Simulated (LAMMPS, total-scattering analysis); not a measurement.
**Mo33V43Cr24: neutron weights and totals by hand**

A simulated model of Mo33V43Cr24 at 3030 K, zero pressure, from classical molecular dynamics (LAMMPS) with the 2NN MEAM potential (Wang, Kwon, Kim and Lee, npj Comput. Mater. 9, 60 (2023)). The average runs over 8.0 ps of 399 atoms, so shells between rare elements are rough. It is a liquid; how it was made: 399 atoms placed at random at 7.07 g/cm^3, melted at 3910 K for 8 ps, cooled at 200 K/ps. Whether this temperature lies above the real melting point isn't tested here; fast cooling can keep a melt undercooled. Atom fractions Mo 0.3308, V 0.4261, Cr 0.2431; masses Mo 95.950, V 50.941, Cr 51.996 u; density 6.7681 g/cm³; coherent lengths Mo 6.715, V -0.443, Cr 3.635 fm. Faber–Ziman partials at a few Q:

| Q (Å⁻¹) | S Mo–Mo | S Mo–Cr | S Mo–V | S V–Cr | S V–V | S Cr–Cr |
| --- | --- | --- | --- | --- | --- | --- |
| 2.20 | 0.377 | 0.324 | 0.554 | 0.430 | 0.368 | 0.307 |
| 2.80 | 2.649 | 2.461 | 2.315 | 2.043 | 1.854 | 2.151 |
| 5.00 | 1.340 | 1.177 | 1.187 | 1.062 | 0.989 | 1.070 |

The pair function g(MoMo), r in Å, every 0.06 Å up to its first minimum: 2.25 0.02, 2.31 0.15, 2.37 0.34, 2.43 0.97, 2.49 1.65, 2.55 2.12, 2.61 2.63, 2.67 2.79, 2.73 2.91, 2.79 2.65, 2.85 2.77, 2.91 2.35, 2.97 1.97, 3.03 2.12, 3.09 1.69, 3.15 1.33, 3.21 1.08, 3.27 0.97, 3.33 0.80, 3.39 0.78, 3.45 0.52, 3.51 0.52, 3.57 0.41.

**Tasks.** (a) The number density. (b) The neutron weights. (c) The neutron S(Q) at the listed Q. (d) The number of Mo around Mo.

(a) The mean mass is 0.3308×95.950 + 0.4261×50.941 + 0.2431×51.996 = 66.087 u, so ρ₀ = 6.7681/(66.087 × 1.66054) = 0.06167 Å⁻³.

(b) ⟨b⟩ = 0.3308×6.715 + 0.4261×(-0.443) + 0.2431×3.635 = 2.916 fm. The weight of a pair is ci cj bi bj (2 − δij)/⟨b⟩²: Mo–Mo 0.580, Mo–Cr 0.462, Mo–V -0.099, V–Cr -0.039, V–V 0.004, Cr–Cr 0.092; they sum to 1.000.

(c) S = 1 + Σ w (Sij − 1). At 2.20 Å⁻¹: 1 − 0.361 − 0.312 + 0.044 + 0.022 − 0.003 − 0.064 = 0.326; Mo–V pushes up most; Mo–Mo pulls down most. At 2.80 Å⁻¹: 1 + 0.957 + 0.674 − 0.130 − 0.041 + 0.004 + 0.106 = 2.570; Mo–Mo pushes up most; Mo–V pulls down most. At 5.00 Å⁻¹: 1 + 0.197 + 0.082 − 0.018 − 0.002 − 0.000 + 0.006 = 1.265; Mo–Mo pushes up most; Mo–V pulls down most.

(d) n = 4πρ₀ c(Mo) Σ r² g Δr. The sum Σ r² g over the listed points is 278.4 Å², so n = 4π × 0.06167 × 0.3308 × 278.4 × 0.06 = 4.28; counting pairs in the frames up to 3.62 Å gives 4.29.
